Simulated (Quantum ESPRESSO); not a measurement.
# Voltage at the next charge: K(100), 5 layers against an electrode

How the rows were computed: Quantum ESPRESSO 7.5, PBEsol, GBRV ultrasoft; ESM with bc3, a metal electrode 5.99 Å above the top atoms; cell area 27.353 Å²; ions fixed. V is the potential energy of an electron at the electrode over the slab's Fermi level, divided by e, so that it equals the work function at zero charge; positive charge removes electrons.

| charge (e a cell) | V (V) |
| --- | --- |
| 0 | 2.232 |
| 0.041 | 3.221 |
| 0.0821 | 4.316 |

**Question.** What is V at a charge of 0.1641 e, and what capacitance do the rows imply?

**Fit.** The last two rows give dV/dq = (4.316 − 3.221)/(0.0821 − 0.041) = 26.6 V/e, so C = 1602/(27.353 × 26.6) = 2.20 µF/cm², an effective gap of 8.854/2.20 = 4.03 Å. At constant C, V = 4.316 + 26.6 × 0.082 = 6.50 V.

**Check.** V = 6.734 V; the estimate misses by −0.23 V, 9.7 % of the step. Over the three intervals C goes 2.43, 2.20 and 1.99 µF/cm²: it falls as electrons leave, the surface charge drawing back towards the atoms.

**Limits.** Vacuum fills the gap; a dielectric or electrolyte would change C. The slab is thin.
